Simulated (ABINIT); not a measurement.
# Ba2MgH6 (P-3m1): one start, several treatments of the self-energy, part 2 of 2

How much does the gap of Ba2MgH6 (P-3m1) depend on the approximation to the self-energy?

ABINIT 10.8.3; LDA and many-body steps on it, plane waves. Known limits of the many-body steps: not at the basis limit; no spin-orbit coupling; coarse k mesh.

So far. Step 5 (G0W0, Hybertsen-Louie plasmon pole): Against G0W0 in ABINIT (3×3×2 mesh, 115 bands, screening to 122.5 eV, Godby-Needs plasmon pole), the gap moves by −0.159 eV. Step 6 (G0W0, von der Linden-Horsch plasmon pole): Against G0W0 in ABINIT (3×3×2 mesh, 115 bands, screening to 122.5 eV, Godby-Needs plasmon pole), the gap moves by +0.047 eV.

### 7. G0W0, Engel-Farid plasmon pole

Level of this step: G0W0 on LDA, plane waves, norm-conserving pseudopotentials (ABINIT).

run.abi

```
acell 3*1.0 Angstrom
rprim 
  5.717818886904 0.000000000024 0.000000000000
  -2.858909443473 4.951776410285 0.000000000000
  0.000000000000 0.000000000000 4.538310090000
ntypat 3
znucl 56 12 1
natom 9
typat 1 1 2 3 3 3 3 3 3
xred 
  0.666666666667 0.333333333333 0.267038260000
  0.333333333333 0.666666666667 0.732961740000
  0.000000000000 0.000000000000 0.000000000000
  0.829634400000 0.659268800000 0.775326710000
  0.829634400000 0.170365600000 0.775326710000
  0.340731200000 0.170365600000 0.775326710000
  0.170365600000 0.340731200000 0.224673290000
  0.170365600000 0.829634400000 0.224673290000
  0.659268800000 0.829634400000 0.224673290000
pp_dirpath "pseudos"
pseudos "Ba.upf, Mg.upf, H.upf"
ecut 38
ngkpt 3 3 2
nshiftk 1
shiftk 0 0 0
kptopt 1
chksymbreak 0
istwfk *1
occopt 1
irdwfk 1
optdriver 4
nband 115
gwcalctyp 0
ecutsigx 38
symsigma 1
nkptgw 2
kptgw 
  0.3333333333 0.0000000000 0.0000000000
  0.0000000000 0.0000000000 0.0000000000
bdgw 
  17 20
  17 21
ecuteps 4.5
irdscr 1
ppmodel 4
indata_prefix "in"
outdata_prefix "out"
tmpdata_prefix "tmp"
```

On the command line:

```bash
OMP_NUM_THREADS=1 mpirun -n 4 abinit run.abi > log
```

Numbers of over 12 decimals in the logs are rounded to 6 here.

Output:

```text
.Version 10.8.3 of ABINIT. v10.8.2 released Aug 2026.

 Symmetries : space group P-3 m 1 (#164); Bravais hP (primitive hexag.)
[... echo of the input left out ...]
== DATASET  1 ==================================================================
-   mpi_nproc: 4, omp_nthreads: 1 (-1 if OMP is not activated)

--- !DatasetInfo
iteration_state: {dtset: 1, }
dimensions: {natom: 9, nkpt: 6, mband: 115, nsppol: 1, nspinor: 1, nspden: 1, mpw: 9726, }
cutoff_energies: {ecut:  38.0, pawecutdg:  -1.0, }
[...]
Band     E0 <VxcDFT>   SigX SigC(E0)      Z dSigC/dE  Sig(E)    E-E0       E
[...]
20   7.049  -9.780  -4.575  -3.960   0.819  -0.221  -8.761   1.019   8.068
       21   7.049  -9.780  -4.575  -3.960   0.819  -0.221  -8.761   1.019   8.068

== END DATASET(S) ==============================================================
================================================================================

 -outvars: echo values of variables after computation  --------
           etotal      0.0000000000E+00
            nband         115
             nkpt           6
          spgroup         164
 [... the other variables as echoed above ...]

 Calculation completed.
```

Run time: 11 s. Hardware: 4 MPI ranks of Arm Neoverse V1, shared host; peak memory 1.1 GiB.

Numbers from this step:

- G0W0 gap on the points computed: 4.188 eV
- starting gap on the mesh: 2.607 eV
- k of the valence top: 0.3333, 0, 0
- k of the conduction bottom: 0, 0, 0
- least direct G0W0 gap on the computed points: 4.295 eV

Against G0W0 in ABINIT (3×3×2 mesh, 115 bands, screening to 122.5 eV, Godby-Needs plasmon pole), the gap moves by −0.015 eV.

### 8. One-shot Hartree-Fock

This step: one-shot Hartree-Fock on LDA, plane waves, norm-conserving pseudopotentials.

Changes to run.abi since step 7:

```diff
@@ -31,4 +31,4 @@
 optdriver 4
-nband 115
-gwcalctyp 0
+nband 22
+gwcalctyp 5
 ecutsigx 38
@@ -42,5 +42,4 @@
   17 21
-ecuteps 4.5
-irdscr 1
-ppmodel 4
+ixc_sigma 40
+fftgw 31
 indata_prefix "in"
```

Output:

```text
.Version 10.8.3 of ABINIT. v10.8.2 released Aug 2026.

 Symmetries : space group P-3 m 1 (#164); Bravais hP (primitive hexag.)
[... echo of the input left out ...]
== DATASET  1 ==================================================================
-   mpi_nproc: 4, omp_nthreads: 1 (-1 if OMP is not activated)

--- !DatasetInfo
iteration_state: {dtset: 1, }
dimensions: {natom: 9, nkpt: 6, mband: 22, nsppol: 1, nspinor: 1, nspden: 1, mpw: 9726, }
cutoff_energies: {ecut:  38.0, pawecutdg:  -1.0, }
[...]
Band     E0 <VxcDFT>   SigX SigC(E0)      Z dSigC/dE  Sig(E)    E-E0       E
[...]
20   7.049  -9.780  -4.575   0.000   1.000   0.000  -4.575   5.204  12.253
       21   7.049  -9.780  -4.575   0.000   1.000   0.000  -4.575   5.204  12.253

== END DATASET(S) ==============================================================
================================================================================

 -outvars: echo values of variables after computation  --------
           etotal      0.0000000000E+00
            nband          22
             nkpt           6
          spgroup         164
 [... the other variables as echoed above ...]

 Calculation completed.
```

Run time: 4 s. Hardware: 4 MPI ranks; peak memory 0.66 GiB; 16 s of CPU time.

Numbers from this step:

```yaml
quasiparticle_gap_on_the_points_computed: 9.851 eV
starting_gap_on_the_mesh: 2.607 eV
k_of_the_valence_top: 0.3333, 0, 0
k_of_the_conduction_bottom: 0, 0, 0
least_direct_quasiparticle_gap_on_the_computed_points: 9.973 eV
```

Against G0W0 in ABINIT (3×3×2 mesh, 115 bands, screening to 122.5 eV, Godby-Needs plasmon pole), the gap moves by +5.648 eV.

### 9. Screening, 3×3×2 mesh, 115 bands, screening to 122.5 eV

This step: RPA screening on LDA, plane waves, norm-conserving pseudopotentials.

Changes to run.abi since step 8:

```diff
@@ -30,16 +30,14 @@
 irdwfk 1
-optdriver 4
-nband 22
-gwcalctyp 5
-ecutsigx 38
-symsigma 1
-nkptgw 2
-kptgw 
-  0.3333333333 0.0000000000 0.0000000000
-  0.0000000000 0.0000000000 0.0000000000
-bdgw 
-  17 20
-  17 21
-ixc_sigma 40
-fftgw 31
+optdriver 3
+nband 115
+ecuteps 4.5
+inclvkb 2
+awtr 1
+symchi 1
+gwcalctyp 2
+nfreqre 16
+freqremax 40 eV
+nfreqim 8
+spmeth 1
+nomegasf 120
 indata_prefix "in"
```

Output:

```text
.Version 10.8.3 of ABINIT. v10.8.2 released Aug 2026.

 Symmetries : space group P-3 m 1 (#164); Bravais hP (primitive hexag.)
[... echo of the input left out ...]
== DATASET  1 ==================================================================
-   mpi_nproc: 4, omp_nthreads: 1 (-1 if OMP is not activated)

--- !DatasetInfo
iteration_state: {dtset: 1, }
dimensions: {natom: 9, nkpt: 6, mband: 115, nsppol: 1, nspinor: 1, nspden: 1, mpw: 9726, }
cutoff_energies: {ecut:  38.0, pawecutdg:  -1.0, }
electrons: {nelect:   3.60000000E+01, charge:   0.00000000E+00, occopt:   1.00000000E+00, tsmear:   1.00000000E-02, }

 SCREENING: Calculation of the susceptibility and dielectric matrices

 Based on a program developped by R.W. Godby, V. Olevano, G. Onida, and L. Reining.
 Incorporated in ABINIT by V. Olevano, G.-M. Rignanese, and M. Torrent.
.Using double precision arithmetic ; gwpc =  8

[... cell and pseudopotentials left out ...]
--------------------------------------------------------------------------------

 ==== K-mesh for the wavefunctions ====
 Number of points in the irreducible wedge :     6
[... list of points left out ...]
 Together with 12 symmetry operations and time-reversal symmetry
 yields    18 points in the full Brillouin Zone.

 ==== Q-mesh for the screening function ====
 Number of points in the irreducible wedge :     6
[... list of points left out ...]
 Together with 12 symmetry operations and time-reversal symmetry
 yields    18 points in the full Brillouin Zone.

 setmesh: FFT mesh size selected  =    36x   36x   32
          total number of points  =        41472

 vcoul_init : cutoff-mode = AUXILIARY_FUNCTION
 q-points for optical limit:   1
     1)      0.000010    0.000020    0.000030

- screening: taking advantage of time-reversal symmetry
- Maximum band index for partially occupied states nbvw = 18
- Remaining bands to be divided among processors   nbcw = 97
- Number of bands treated by each node ~24

 Number of electrons calculated from density =   36.0000; Expected =   36.0000
 average of density, n =  0.041516
 r_s =    1.7916
 omega_plasma =   19.6547 [eV]

 calculating chi0 at frequencies [eV] :
  1    0.000000E+00    0.000000E+00
  2    2.666667E+00    0.000000E+00
  3    5.333333E+00    0.000000E+00
[...]
23    0.000000E+00    5.005702E+01
 24    0.000000E+00    7.048083E+01

--------------------------------------------------------------------------------
  q-point number  1        q = ( 0.000000, 0.000000, 0.000000) [r.l.u.]
--------------------------------------------------------------------------------
[... chi0 elements left out ...]
  [... further frequencies ...]

 No. of calculated frequencies >  15, stop printing
 For q-point:  0.000010 0.000020 0.000030
  dielectric constant =   6.1985
  dielectric constant without local fields =   6.9296

  Average fulfillment of the sum rule on Im[epsilon] for q-point    1 :     67.43  [%]
[... wings left out ...]
  q-point number  2        q = ( 0.333333, 0.000000, 0.000000) [r.l.u.]
--------------------------------------------------------------------------------
[... chi0 elements left out ...]
  [... further frequencies ...]

 No. of calculated frequencies >  15, stop printing
  Average fulfillment of the sum rule on Im[epsilon] for q-point    2 :     75.58  [%]

 [... 4 further q-points ...]
```

Elapsed: 67 s, on 4 MPI ranks; peak memory 2.5 GiB; 4.5 min of CPU time.

This step gave:

```yaml
eps_infinity_with_local_fields_on_this_mesh_along_the_program_s_q_direction: 6.199
the_same_without_local_fields: 6.930
plasma_frequency: 19.65 eV
plane_waves_in_the_screening_matrix: 381
```

### 10. G0W0, contour deformation

This step: G0W0 on LDA, plane waves, norm-conserving pseudopotentials.

Changes to run.abi since step 9:

```diff
@@ -30,14 +30,16 @@
 irdwfk 1
-optdriver 3
+optdriver 4
 nband 115
+gwcalctyp 2
+ecutsigx 38
+symsigma 1
+nkptgw 2
+kptgw 
+  0.3333333333 0.0000000000 0.0000000000
+  0.0000000000 0.0000000000 0.0000000000
+bdgw 
+  17 20
+  17 21
 ecuteps 4.5
-inclvkb 2
-awtr 1
-symchi 1
-gwcalctyp 2
-nfreqre 16
-freqremax 40 eV
-nfreqim 8
-spmeth 1
-nomegasf 120
+irdscr 1
 indata_prefix "in"
```

Output:

```text
.Version 10.8.3 of ABINIT. v10.8.2 released Aug 2026.

 Symmetries : space group P-3 m 1 (#164); Bravais hP (primitive hexag.)
[... echo of the input left out ...]
== DATASET  1 ==================================================================
-   mpi_nproc: 4, omp_nthreads: 1 (-1 if OMP is not activated)

--- !DatasetInfo
iteration_state: {dtset: 1, }
dimensions: {natom: 9, nkpt: 6, mband: 115, nsppol: 1, nspinor: 1, nspden: 1, mpw: 9726, }
cutoff_energies: {ecut:  38.0, pawecutdg:  -1.0, }
[...]
Band     E0 <VxcDFT>   SigX SigC(E0)      Z dSigC/dE  Sig(E)    E-E0       E
[...]
21   7.049  -9.780  -4.575  -3.866   0.777  -0.286  -8.740   1.040   8.089
       21   0.000   0.000   0.000   0.001   0.000   0.000   0.001   0.001   0.001

== END DATASET(S) ==============================================================
================================================================================

 -outvars: echo values of variables after computation  --------
           etotal      0.0000000000E+00
            nband         115
             nkpt           6
          spgroup         164
 [... the other variables as echoed above ...]

 Calculation completed.
```

Wall time 13 s (4 MPI ranks); peak memory 1.7 GiB.

This step gave:

* G0W0 gap on the points computed: 4.136 eV
* starting gap on the mesh: 2.607 eV
* k of the valence top: 0.3333, 0, 0
* k of the conduction bottom: 0, 0, 0
* least direct G0W0 gap on the computed points: 4.239 eV

Against G0W0 in ABINIT (3×3×2 mesh, 115 bands, screening to 122.5 eV, Godby-Needs plasmon pole), the gap moves by −0.067 eV.

### 11. Screening, 3×3×2 mesh, 115 bands, screening to 122.5 eV

This step: RPA screening on LDA, plane waves, norm-conserving pseudopotentials.

Changes to run.abi since step 10:

```diff
@@ -30,16 +30,11 @@
 irdwfk 1
-optdriver 4
+optdriver 3
 nband 115
-gwcalctyp 2
-ecutsigx 38
-symsigma 1
-nkptgw 2
-kptgw 
-  0.3333333333 0.0000000000 0.0000000000
-  0.0000000000 0.0000000000 0.0000000000
-bdgw 
-  17 20
-  17 21
 ecuteps 4.5
-irdscr 1
+inclvkb 2
+awtr 1
+symchi 1
+gwcalctyp 1
+nfreqre 0
+nfreqim 16
 indata_prefix "in"
```

Output:

```text
.Version 10.8.3 of ABINIT. v10.8.2 released Aug 2026.

 Symmetries : space group P-3 m 1 (#164); Bravais hP (primitive hexag.)
[... echo of the input left out ...]
== DATASET  1 ==================================================================
-   mpi_nproc: 4, omp_nthreads: 1 (-1 if OMP is not activated)

--- !DatasetInfo
iteration_state: {dtset: 1, }
dimensions: {natom: 9, nkpt: 6, mband: 115, nsppol: 1, nspinor: 1, nspden: 1, mpw: 9726, }
cutoff_energies: {ecut:  38.0, pawecutdg:  -1.0, }
[...]
No. of calculated frequencies >  15, stop printing
 For q-point:  0.000010 0.000020 0.000030
  dielectric constant =   6.1205
  dielectric constant without local fields =   6.8364

  Average fulfillment of the sum rule on Im[epsilon] for q-point    1 :     67.43  [%]
[... wings left out ...]
  q-point number  2        q = ( 0.333333, 0.000000, 0.000000) [r.l.u.]
--------------------------------------------------------------------------------
[... chi0 elements left out ...]
  [... further frequencies ...]

 No. of calculated frequencies >  15, stop printing
  Average fulfillment of the sum rule on Im[epsilon] for q-point    2 :     75.58  [%]

 [... 4 further q-points ...]
```

Wall time 2.1 min (4 MPI ranks); peak memory 1.6 GiB.

Numbers from this step:

- ε∞ with local fields, on this mesh, along the program's q direction: 6.120
- the same without local fields: 6.836
- plasma frequency: 19.65 eV
- plane waves in the screening matrix: 381

### 12. G0W0, analytic continuation

This step: G0W0 on LDA, plane waves, norm-conserving pseudopotentials.

Changes to run.abi since step 11:

```diff
@@ -30,11 +30,18 @@
 irdwfk 1
-optdriver 3
+optdriver 4
 nband 115
+gwcalctyp 1
+ecutsigx 38
+symsigma 1
+nkptgw 2
+kptgw 
+  0.3333333333 0.0000000000 0.0000000000
+  0.0000000000 0.0000000000 0.0000000000
+bdgw 
+  17 20
+  17 21
 ecuteps 4.5
-inclvkb 2
-awtr 1
-symchi 1
-gwcalctyp 1
-nfreqre 0
-nfreqim 16
+irdscr 1
+nomegasi 12
+omegasimax 25 eV
 indata_prefix "in"
```

Output:

```text
.Version 10.8.3 of ABINIT. v10.8.2 released Aug 2026.

 Symmetries : space group P-3 m 1 (#164); Bravais hP (primitive hexag.)
[... echo of the input left out ...]
== DATASET  1 ==================================================================
-   mpi_nproc: 4, omp_nthreads: 1 (-1 if OMP is not activated)

--- !DatasetInfo
iteration_state: {dtset: 1, }
dimensions: {natom: 9, nkpt: 6, mband: 115, nsppol: 1, nspinor: 1, nspden: 1, mpw: 9726, }
cutoff_energies: {ecut:  38.0, pawecutdg:  -1.0, }
[...]
Band     E0 <VxcDFT>   SigX SigC(E0)      Z dSigC/dE  Sig(E)    E-E0       E
[...]
21   2.436  -9.780  -4.575  -3.862   0.789  -0.268  -8.738   1.042   3.478
       21   0.000   0.000   0.000   0.006   0.002   0.003   0.008   0.008   0.008

== END DATASET(S) ==============================================================
================================================================================

 -outvars: echo values of variables after computation  --------
           etotal      0.0000000000E+00
            nband         115
             nkpt           6
          spgroup         164
 [... the other variables as echoed above ...]

 Calculation completed.
```

Run time: 23 s. Hardware: 4 MPI ranks; peak memory 1.5 GiB.

Numbers from this step:

| Property | Result |
| --- | --- |
| G0W0 gap on the points computed | 4.156 eV |
| starting gap on the mesh | 2.607 eV |
| k of the valence top | 0.3333, 0, 0 |
| k of the conduction bottom | 0, 0, 0 |
| least direct G0W0 gap on the computed points | 4.268 eV |

Against G0W0 in ABINIT (3×3×2 mesh, 115 bands, screening to 122.5 eV, Godby-Needs plasmon pole), the gap moves by −0.047 eV.

### 13. The runs together

Times are wall times on 4 MPI ranks of Arm Neoverse V1, shared host, good to a factor of about two. A run's time includes the screening step that it read.

```tsv
run	mesh	bands	screening cutoff (eV)	DFT gap (eV)	gap on the mesh (eV)	direct (eV)	ε∞ used	time
G0W0, Godby-Needs plasmon pole	3×3×2	115	122.5	2.607	4.203	4.307	6.12	63 s
G0W0, Hybertsen-Louie plasmon pole	3×3×2	115	122.5	2.607	4.044	4.160	6.12	62 s
G0W0, von der Linden-Horsch plasmon pole	3×3×2	115	122.5	2.607	4.250	4.355	6.12	53 s
G0W0, Engel-Farid plasmon pole	3×3×2	115	122.5	2.607	4.188	4.295	6.12	53 s
one-shot Hartree-Fock	3×3×2	-	-	2.607	9.851	9.973	-	4 s
G0W0, contour deformation	3×3×2	115	122.5	2.607	4.136	4.239	6.20	80 s
G0W0, analytic continuation	3×3×2	115	122.5	2.607	4.156	4.268	6.12	2.5 min
```

### 14. Outcome

```json
{"G0W0, Godby-Needs plasmon pole": "4.203 eV", "G0W0, Hybertsen-Louie plasmon pole": "4.044 eV", "G0W0, von der Linden-Horsch plasmon pole": "4.250 eV", "G0W0, Engel-Farid plasmon pole": "4.188 eV", "one-shot Hartree-Fock": "9.851 eV", "G0W0, contour deformation": "4.136 eV", "G0W0, analytic continuation": "4.156 eV", "known limits": "not at the basis limit; no spin-orbit coupling; coarse k mesh"}
```

**Reading.** G0W0, Hybertsen-Louie plasmon pole: −0.159 eV against G0W0, Godby-Needs plasmon pole. G0W0, von der Linden-Horsch plasmon pole: +0.047 eV against G0W0, Godby-Needs plasmon pole. G0W0, Engel-Farid plasmon pole: −0.015 eV against G0W0, Godby-Needs plasmon pole. One-shot Hartree-Fock: +5.648 eV against G0W0, Godby-Needs plasmon pole. G0W0, contour deformation: −0.067 eV against G0W0, Godby-Needs plasmon pole. G0W0, analytic continuation: −0.047 eV against G0W0, Godby-Needs plasmon pole. Bare exchange alone opens the gap to 9.85 eV; against G0W0, correlation takes back 5.65 eV. Bands and cutoff are finite, so the gap is not at the basis limit. The miss can reach some tenths of an eV and take either sign; the mesh is an error of its own. In the G0W0 runs levels were corrected at 2 k points alone, so a gap called «on the mesh» is the least over those, and an edge elsewhere would be missed. The 3×3×2 mesh is coarse for this cell, which bears on the long-range parts of exchange and screening. The many-body steps are scalar-relativistic: spin-orbit coupling is not in them.

[Paths, hosts, dates, memory and timing lines, banners, echoed tables and standing remarks are left out of the program output.]

[Logs are printed without paths, hosts, clocks, repeated set-up lines and the standing remarks that a program may print on its own settings, such as how far it seeks lower states.]

[Runs of the session that timed out or met a known fault of the program may be left out.]

[Hosts, paths, dates, database ids (printed as entryN), source tags and the programs' standing remarks are cut or masked in the printed files.]

[G0W0 gaps are taken among the corrected bands and points alone; a level outside them can change the order at an edge.]

[Where Ansatz stands beside ABINIT at settings called matched, ABINIT's density can come from a denser mesh and the files from another edition; pairs whose starting gaps differed by over 0.03 eV were left out, so agreement reads better than it is.]
